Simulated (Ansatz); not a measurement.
# ZnSnN2 (Pna2_1): the G0W0 gap against the k mesh

Wanted: mesh convergence of the gap correction in ZnSnN2 (Pna2_1).

Calculated with Ansatz 0.2.0; G0W0 on PBE, plane waves, PAW; PAW set soft_1.

Most raw output is cut from this account.

## 1. Set-up

The structure is orthorhombic, space group Pna2_1 (No. 33). The conventional cell has a = 5.854 Å, b = 6.737 Å, c = 5.481 Å, α = 90.00°, β = 90.00°, γ = 90.00°. Nearest to Zn lie 4 N at 2.05 to 2.07 Å. Sn has 4 N at 2.06 to 2.08 Å nearest. Nearest to N lie 2 Zn at 2.05 to 2.07 Å and 2 Sn at 2.07 to 2.08 Å. N has 2 Zn at 2.05 Å and 2 Sn at 2.06 to 2.07 Å nearest. Farther neighbours and most contacts between anions are not listed.

Coordinates:

```cif
data_structure
_symmetry_space_group_name_H-M 'P 1'
_symmetry_Int_Tables_number 1
_cell_length_a 5.8543
_cell_length_b 6.7375
_cell_length_c 5.4806
_cell_angle_alpha 90.000
_cell_angle_beta 90.000
_cell_angle_gamma 90.000
_cell_volume 216.17
loop_
_atom_site_label
_atom_site_type_symbol
_atom_site_fract_x
_atom_site_fract_y
_atom_site_fract_z
_atom_site_occupancy
Zn1 Zn 0.58306 0.87495 0.99881 1
Zn2 Zn 0.41694 0.12505 0.49881 1
Zn3 Zn 0.91694 0.37495 0.49881 1
Zn4 Zn 0.08306 0.62505 0.99881 1
Sn5 Sn 0.58840 0.37506 0.99927 1
Sn6 Sn 0.41160 0.62494 0.49927 1
Sn7 Sn 0.91160 0.87506 0.49927 1
Sn8 Sn 0.08840 0.12494 0.99927 1
N9 N 0.58240 0.37437 0.37835 1
N10 N 0.41760 0.62563 0.87835 1
N11 N 0.91760 0.87437 0.87835 1
N12 N 0.08240 0.12563 0.37835 1
N13 N 0.57972 0.87579 0.37356 1
N14 N 0.42028 0.12421 0.87356 1
N15 N 0.92028 0.37579 0.87356 1
N16 N 0.07972 0.62421 0.37356 1
```

The cell and positions are those that the Materials Project relaxed with its own functionals (PBE, PBE+U or r2SCAN), kept fixed.

## 2. The 2×2×2 mesh

G0W0 replaces the xc potential by the self-energy, built once from these orbitals. Only a window of levels is corrected, while the sums run over the empty bands that the input names. This step takes PAW set soft_1 files.

The input, input.yaml:

```yaml
crystal:
  lattice:
    - [5.8542731, 0.0, 0.0]
    - [0.0, 6.7374542, 0.0]
    - [0.0, 0.0, 5.48058331]
  atoms:
    - { symbol: Zn, position: [0.58306262, 0.87494525, 0.99881237] }
    - { symbol: Zn, position: [0.41693738, 0.12505475, 0.49881237] }
    - { symbol: Zn, position: [0.91693738, 0.37494525, 0.49881237] }
    - { symbol: Zn, position: [0.08306262, 0.62505475, 0.99881237] }
    - { symbol: Sn, position: [0.58840042, 0.37506264, 0.9992746] }
    - { symbol: Sn, position: [0.41159958, 0.62493736, 0.4992746] }
    - { symbol: Sn, position: [0.91159958, 0.87506264, 0.4992746] }
    - { symbol: Sn, position: [0.08840042, 0.12493736, 0.9992746] }
    - { symbol: "N", position: [0.58239595, 0.37436694, 0.37835473] }
    - { symbol: "N", position: [0.41760405, 0.62563306, 0.87835473] }
    - { symbol: "N", position: [0.91760405, 0.87436694, 0.87835473] }
    - { symbol: "N", position: [0.08239595, 0.12563306, 0.37835473] }
    - { symbol: "N", position: [0.57971582, 0.87578583, 0.37355931] }
    - { symbol: "N", position: [0.42028418, 0.12421417, 0.87355931] }
    - { symbol: "N", position: [0.92028418, 0.37578583, 0.87355931] }
    - { symbol: "N", position: [0.07971582, 0.62421417, 0.37355931] }
kpoints:
  mp_grid: { grid: [2, 2, 2] }
hamiltonian:
  xc: pbe
  pseudopotentials: { kind: paw, azcp: { folder: soft_1 } }
scf:
  occupations: { method: fixed }
gw:
  n_empty_bands: 490
  ecut_chi: 100
  qp_bands: [v4, c4]
  qp_kpoints: band_edges
  screening: { model: contour_deformation }
```

On the command line:

```bash
> ansatz run input.yaml --threads 2 --pin off --max-ram 92160MiB --backend cuda --events-out ev --progress --plain --runs-dir out --devices 1 --max-vram 13GiB
```

It took 19 s on 1 × NVIDIA H100 80GB HBM3 (shared by 6 runs) with 2 threads of AMD EPYC 7R13 (Zen 3), shared host; peak memory 1.9 GiB.

This step gave:

- bands summed: 562
- RPA ε∞ on this mesh (eigenvalues): 547.6, 739.6, 1176
- plane waves in the screening matrix: 495
- q-points in the mesh: 8
- G0W0 gap on the mesh: 0.6791 eV
- k of the valence top: 0, 0, 0
- k of the conduction bottom: 0, 0, 0
- starting gap on the mesh: 0.1962 eV
- Z at the valence top: 0.7145
- Z at the conduction bottom: 0.7473
- least direct G0W0 gap on the computed points: 0.6791 eV

The gap on the mesh goes from 0.20 eV to 0.68 eV, a correction of +0.48 eV. Between the two edge states, bare exchange in place of the xc potential would open the gap by 7.75 eV, and correlation takes back 7.27 eV.

## 3. The 2×2×4 mesh

Only the mesh changes. It samples the long-range screening, which converges on its own terms.

Edit input.yaml of step 2 so:

```diff
@@ -23,3 +23,3 @@
 kpoints:
-  mp_grid: { grid: [2, 2, 2] }
+  mp_grid: { grid: [2, 2, 4] }
 hamiltonian:
```

It took 35 s on 1 × NVIDIA H100 80GB HBM3 (shared by 6 runs) with 2 threads; peak memory 2.2 GiB.

Numbers from this step:

```
bands summed                                 : 562
RPA ε∞ on this mesh (eigenvalues)            : 278.6, 393.1, 635.0
plane waves in the screening matrix          : 495
q-points in the mesh                         : 16
G0W0 gap on the mesh                         : 0.7415 eV
k of the valence top                         : 0, 0, 0
k of the conduction bottom                   : 0, 0, 0
starting gap on the mesh                     : 0.1962 eV
Z at the valence top                         : 0.7079
Z at the conduction bottom                   : 0.7459
least direct G0W0 gap on the computed points : 0.7415 eV
```

Against the run with 2×2×2 mesh, 490 empty bands, screening to 100 eV, PAW set soft_1 files, the gap moves by +0.06 eV.

## 4. The 4×4×4 mesh

Edit input.yaml of step 3 so:

```diff
@@ -23,3 +23,3 @@
 kpoints:
-  mp_grid: { grid: [2, 2, 4] }
+  mp_grid: { grid: [4, 4, 4] }
 hamiltonian:
```

Elapsed: 2.1 min, on 1 × NVIDIA H100 80GB HBM3 (shared by 6 runs) with 2 threads; peak memory 3.7 GiB.

Numbers from this step:

```yaml
bands_summed: 562
rpa_eps_infinity_on_this_mesh_eigenvalues: 75.16, 98.13, 154.5
plane_waves_in_the_screening_matrix: 495
g0w0_gap_on_the_mesh: 0.7351 eV
k_of_the_valence_top: 0, 0, 0
k_of_the_conduction_bottom: 0, 0, 0
starting_gap_on_the_mesh: 0.2039 eV
least_direct_g0w0_gap_on_the_computed_points: 0.7351 eV
```

Against the run with 2×2×4 mesh, 490 empty bands, screening to 100 eV, PAW set soft_1 files, the gap moves by −0.006 eV.

## 5. The meshes together

Times are wall times on 1 × NVIDIA H100 80GB HBM3 (shared by 6 runs) with 2 threads of AMD EPYC 7R13 (Zen 3), shared host, good to a factor of about two.

```tsv
mesh	points	irreducible	start (eV)	G0W0 (eV)	shift (eV)	RPA ε∞ (mean)	time
2×2×2	8	8	0.196	0.679	+0.483	821.22	19 s
2×2×4	16	12	0.196	0.742	+0.545	435.57	35 s
4×4×4	64	27	0.204	0.735	+0.531	109.27	2.1 min
```

## 6. Outcome

```yaml
2x2x2: 0.679 eV (shift +0.483)
2x2x4: 0.742 eV (shift +0.545)
4x4x4: 0.735 eV (shift +0.531)
settings: PBE start, 490 empty bands, 100 eV
```

**Reading.** The shift is +0.48 eV on 2×2×2 and +0.53 eV on 4×4×4; the last step moves it by −0.014 eV. The RPA ε∞ (mean) ranges from 109.27 to 821.22 and ends at 109.27; the coarsest mesh overstates it. From 8 to 64 points the time grows 6.5-fold. Bands and cutoff are modest here, so the values stand off the basis limit. The 4×4×4 mesh is coarse for this cell (its supercell is 22 Å along the shortest edge). The RPA ε∞ on it, from the PBE start, is 75.16, 98.13 and 154.51; such meshes misread the long-range screening, most where the gap is narrow. On this mesh the RPA ε∞ passes 90, more than nearly any semiconductor shows; a coarse mesh does this where one point with a narrow direct gap carries much weight. The screening is then too strong, and the G0W0 gap should not be taken as the material's. A d shell, filled or nearly so, lies near the gap. One-shot GW converges very slowly in bands there, not always from below, and on a semilocal start the gap tends to come out low; starts rich in exact exchange can overshoot instead. The many-body steps are scalar-relativistic: spin-orbit coupling is not in them.

[Paths, hosts, dates, memory and timing lines, banners, echoed tables and standing remarks are left out of the program output.]

[Logs are printed without paths, hosts, clocks, repeated set-up lines and the standing remarks that a program may print on its own settings, such as how far it seeks lower states.]

[Runs of the session that timed out or met a known fault of the program may be left out.]

[Cells called generated may have been cut or substituted from an entry of the Crystallography Open Database or the Materials Project.]

[Hosts, paths, dates, database ids (printed as entryN), source tags and the programs' standing remarks are cut or masked in the printed files.]
